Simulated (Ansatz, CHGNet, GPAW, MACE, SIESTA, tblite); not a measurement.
**Random start for liquid ZnBr2 at 780 K (102 atoms): forces by two methods**

102 atoms (34 Zn, 68 Br) packed at random in a cube at 3.37 g/cm³ and pushed apart as soft spheres, cations and anions kept from their own kind; a start for melting by ab initio MD, not an equilibrated structure. The density is the measured one of the melt at 780 K (3.365 g/cm³). Then every atom was moved at random, 0.02 Å r.m.s. a Cartesian component.

Two calculations on one geometry. First: Kohn-Sham DFT, LDA, PAW, atomic orbitals (dzp); LCAO dzp; h 0.2 Å; levels smeared at 580 K (GPAW 26.7.0; Γ point). Second: Kohn-Sham DFT, PBE, PAW, plane waves (Ansatz 0.2.0; cutoff 420 eV, Γ point, fermi-dirac smearing of 0.05 eV; PAW set soft_2).

Cell vectors (Å):

```
15.575 0.000 0.000
0.000 15.575 0.000
0.000 0.000 15.575
```

Atom, position (Å) and force of the first calculation (eV/Å):

```
1 Zn 13.699 12.269 3.578 -0.686 1.348 1.605
2 Zn 2.471 2.026 3.294 0.799 -0.257 1.451
3 Zn 5.146 0.877 11.253 -0.598 -0.251 0.564
4 Zn 10.120 14.585 13.798 0.098 -1.300 -0.927
5 Zn 15.532 7.767 3.229 -0.260 0.021 0.594
6 Zn 7.951 0.219 9.260 0.477 0.093 -0.184
7 Zn 8.233 10.527 12.290 0.847 0.010 -0.305
8 Zn 6.322 2.916 8.196 -0.590 1.665 -0.380
9 Zn 12.886 5.312 13.673 -0.017 -0.699 -0.390
10 Zn 2.322 7.704 6.263 0.375 1.055 0.515
11 Zn 3.593 13.390 8.433 -0.004 -0.139 -2.600
12 Zn 1.223 14.369 3.063 -1.466 -0.660 -0.035
13 Zn 9.321 0.329 2.452 0.104 -0.091 1.380
14 Zn 11.388 6.596 8.603 0.266 -0.256 -1.089
15 Zn 2.981 3.201 10.154 -0.429 0.850 0.207
16 Zn 1.318 4.986 2.565 -0.329 -0.450 -0.361
17 Zn 4.944 9.861 11.753 -0.614 -0.589 -0.485
18 Zn 0.076 10.628 1.477 1.420 0.544 -0.906
19 Zn 6.727 2.149 0.012 -0.766 0.313 1.530
20 Zn 12.669 0.953 8.634 0.948 -1.503 -0.027
21 Zn 8.115 5.617 6.219 0.887 -1.047 0.612
22 Zn 11.349 11.325 15.408 -0.279 0.126 -0.400
23 Zn 1.194 7.379 12.689 0.552 0.867 -0.607
24 Zn 7.416 9.542 6.653 0.185 0.629 -0.165
25 Zn 12.691 7.612 0.654 0.002 0.064 -0.377
26 Zn 13.403 4.065 5.241 -0.235 -0.560 -0.389
27 Zn 6.278 12.017 14.861 -1.152 0.853 0.965
28 Zn 14.796 4.006 10.840 -0.223 -0.637 -1.004
29 Zn 8.263 3.512 12.294 0.634 0.620 -0.317
30 Zn 11.318 2.232 11.935 0.428 -0.126 0.593
31 Zn 0.459 1.387 14.430 0.854 0.647 0.776
32 Zn 5.343 6.963 3.396 -0.369 1.140 -0.291
33 Zn 8.141 7.649 10.446 0.231 0.514 1.086
34 Zn 10.584 9.476 3.030 -1.013 0.416 0.531
35 Br 13.438 5.847 3.700 0.427 -0.384 0.340
36 Br 14.297 14.486 8.208 -1.012 1.177 0.264
37 Br 7.603 14.811 3.746 0.980 0.670 -0.974
38 Br 4.772 10.172 14.785 0.992 0.352 -1.101
39 Br 10.902 3.198 2.815 -0.256 -0.929 -0.015
40 Br 1.077 2.544 5.186 0.124 0.077 -0.778
41 Br 14.108 6.647 12.084 0.518 -0.448 -0.070
42 Br 8.763 10.382 4.941 0.111 -0.140 -0.244
43 Br 1.635 11.764 3.152 -0.878 0.496 -0.157
44 Br 4.498 1.090 4.687 -1.124 0.387 -1.056
45 Br 7.922 6.031 15.227 -0.048 -0.240 -0.361
46 Br 2.271 14.828 7.094 0.264 -0.256 0.896
47 Br 1.953 11.117 6.806 0.432 -0.104 0.430
48 Br 0.645 13.333 11.833 0.018 -0.040 0.038
49 Br 9.044 11.920 1.531 1.333 -0.988 -0.479
50 Br 2.709 0.958 11.666 1.240 0.533 -0.510
51 Br 10.507 7.357 1.968 0.630 0.297 -0.568
52 Br 10.352 8.962 10.767 -1.323 -0.819 -0.298
53 Br 3.852 5.132 11.795 -0.880 -1.127 -0.927
54 Br 0.853 2.647 8.886 0.491 0.933 1.066
55 Br 12.129 13.989 1.753 0.157 -0.984 0.092
56 Br 12.728 2.293 14.449 -0.005 0.810 -0.849
57 Br 4.170 4.608 7.685 0.856 -1.130 0.876
58 Br 4.532 0.321 0.754 0.895 0.770 -0.383
59 Br 9.046 9.443 14.284 -0.425 0.923 -0.736
60 Br 13.230 2.053 6.545 0.189 0.547 -0.583
61 Br 13.308 5.022 8.804 -0.230 0.227 0.313
62 Br 6.913 3.888 5.191 -0.034 0.796 0.558
63 Br 9.315 13.267 11.651 -0.217 -0.403 0.595
64 Br 11.201 7.781 5.976 -0.215 -0.604 1.044
65 Br 9.830 11.665 8.293 -0.066 -0.187 -0.002
66 Br 12.858 11.750 6.071 0.284 0.130 -1.721
67 Br 1.115 8.073 1.218 -0.480 0.138 0.776
68 Br 5.242 12.460 2.078 0.519 -0.006 -0.814
69 Br 10.919 14.862 5.457 0.027 -0.012 -0.246
70 Br 0.939 14.888 0.760 0.222 0.206 0.046
71 Br 15.251 8.323 9.008 0.080 -0.057 -0.015
72 Br 7.477 14.271 14.728 0.548 -0.480 -0.063
73 Br 10.458 0.169 9.058 0.140 0.218 0.124
74 Br 5.097 1.003 8.826 -0.329 -0.342 0.042
75 Br 15.046 8.803 5.271 0.990 -0.640 -0.597
76 Br 2.500 3.152 14.721 -1.506 -0.755 -0.019
77 Br 12.755 9.609 13.824 -0.659 0.011 1.751
78 Br 14.617 14.619 4.468 1.128 -0.772 -0.983
79 Br 3.996 13.573 13.478 0.657 0.000 -0.127
80 Br 4.538 8.660 5.674 0.155 -0.603 -0.278
81 Br 8.081 7.744 8.073 -0.138 -0.642 -0.925
82 Br 9.062 2.494 15.103 -0.934 -0.447 -0.283
83 Br 5.688 13.351 6.609 -0.649 -0.134 1.330
84 Br 12.749 13.490 13.152 -1.471 0.269 0.777
85 Br 5.767 3.754 1.656 0.303 -0.557 -0.701
86 Br 3.049 5.567 4.161 0.769 0.806 0.127
87 Br 9.999 4.369 7.227 -0.395 1.092 0.161
88 Br 4.142 6.470 15.240 -0.358 -0.051 -0.115
89 Br 7.234 4.784 10.244 0.231 -0.716 0.347
90 Br 14.227 5.511 0.047 -0.961 0.956 0.399
91 Br 13.107 11.371 10.096 -0.053 0.006 -0.046
92 Br 14.235 0.925 11.370 -0.311 1.125 -0.227
93 Br 6.391 8.920 2.421 -0.592 -1.428 0.610
94 Br 6.424 7.844 12.197 0.441 0.362 -0.363
95 Br 14.377 2.018 2.222 0.332 0.456 -0.045
96 Br 13.385 9.730 2.097 -0.056 0.049 -0.087
97 Br 4.070 7.979 9.299 -0.097 0.107 -0.004
98 Br 2.023 9.876 11.784 0.619 -0.909 0.526
99 Br 1.037 11.373 15.004 -0.783 -0.410 0.874
100 Br 10.588 5.314 11.641 0.187 -0.594 0.566
101 Br 7.891 1.104 11.806 -0.901 0.361 0.038
102 Br 6.458 10.755 9.796 -0.004 -0.165 1.610
```

Q: Give the forces of the second method.

Atom and force (eV/Å):

```
1 -0.742 1.335 1.572
2 0.899 -0.327 1.100
3 -0.457 -0.289 0.875
4 0.244 -1.211 -0.784
5 -0.214 -0.061 0.619
6 0.383 -0.037 -0.384
7 0.793 0.175 -0.478
8 -0.380 1.827 -0.522
9 -0.357 -0.822 -0.417
10 0.157 0.958 0.651
11 0.071 -0.373 -2.232
12 -1.233 -0.627 0.224
13 0.290 0.090 1.262
14 0.188 -0.054 -1.079
15 -0.388 0.942 0.222
16 -0.467 -0.562 -0.560
17 -0.821 -0.457 -0.453
18 1.340 0.583 -0.885
19 -0.965 0.130 1.399
20 1.083 -1.419 0.094
21 0.780 -0.726 0.530
22 -0.297 0.231 -0.371
23 0.664 0.832 -0.558
24 -0.039 0.704 -0.123
25 -0.004 0.045 -0.521
26 -0.192 -0.556 -0.324
27 -1.047 0.885 0.954
28 -0.100 -0.693 -0.841
29 0.602 0.801 -0.133
30 0.419 -0.172 0.524
31 0.767 0.605 0.736
32 -0.343 0.928 -0.301
33 0.255 0.437 1.210
34 -1.003 0.645 0.649
35 0.401 -0.276 0.229
36 -0.900 1.029 0.309
37 0.809 0.581 -0.802
38 0.773 0.082 -1.017
39 -0.395 -0.889 0.028
40 -0.049 0.170 -0.489
41 0.595 -0.220 -0.257
42 0.206 0.136 -0.429
43 -0.632 0.361 0.024
44 -0.974 0.352 -0.983
45 0.031 -0.251 -0.354
46 0.030 -0.052 0.717
47 0.388 -0.088 0.535
48 0.046 -0.043 -0.064
49 1.330 -1.009 -0.390
50 1.038 0.394 -0.396
51 0.373 -0.052 -0.599
52 -1.051 -0.733 -0.300
53 -0.872 -1.100 -0.854
54 0.346 0.867 0.856
55 0.198 -0.886 -0.003
56 0.016 0.707 -0.701
57 0.756 -1.028 0.763
58 0.884 0.775 -0.352
59 -0.363 0.759 -0.479
60 0.192 0.516 -0.742
61 -0.097 0.162 0.212
62 -0.099 0.505 0.302
63 -0.269 -0.498 0.430
64 -0.131 -0.513 1.041
65 -0.107 -0.116 -0.070
66 0.250 -0.025 -1.616
67 -0.173 0.061 0.435
68 0.424 0.001 -0.654
69 -0.080 0.011 -0.240
70 0.136 0.230 -0.332
71 0.100 -0.050 -0.050
72 0.574 -0.329 -0.010
73 0.011 0.093 0.156
74 -0.450 -0.593 -0.214
75 0.873 -0.522 -0.255
76 -1.510 -0.683 0.014
77 -0.503 -0.010 1.608
78 1.084 -0.644 -0.825
79 0.614 0.003 -0.233
80 0.352 -0.386 -0.308
81 -0.155 -0.748 -1.027
82 -0.622 -0.383 -0.314
83 -0.487 -0.238 1.230
84 -1.398 0.314 0.868
85 0.226 -0.410 -0.485
86 0.896 0.779 0.293
87 -0.223 0.766 0.235
88 -0.398 0.009 -0.077
89 0.172 -0.705 0.225
90 -0.694 0.833 0.614
91 0.017 -0.025 -0.070
92 -0.273 1.107 -0.181
93 -0.447 -1.258 0.461
94 0.379 0.137 -0.106
95 0.329 0.482 -0.084
96 -0.245 0.113 0.012
97 -0.175 0.111 -0.086
98 0.511 -0.831 0.461
99 -0.718 -0.330 0.596
100 0.185 -0.525 0.606
101 -0.948 0.167 0.082
102 0.009 0.078 1.455
```

The two sets differ by 139 meV/Å r.m.s., 22 % of the r.m.s. force of the Ansatz run. The electronic-structure runs sample only Γ, in a cell whose shortest periodic width is 16 Å, which is coarse for a cell with partly filled levels.

[Logs are printed without paths, hosts, clocks, repeated set-up lines and the standing remarks that a program may print on its own settings, such as how far it seeks lower states.]

[Hosts, paths, dates, database ids (printed as entryN), source tags and the programs' standing remarks are cut or masked in the printed files.]
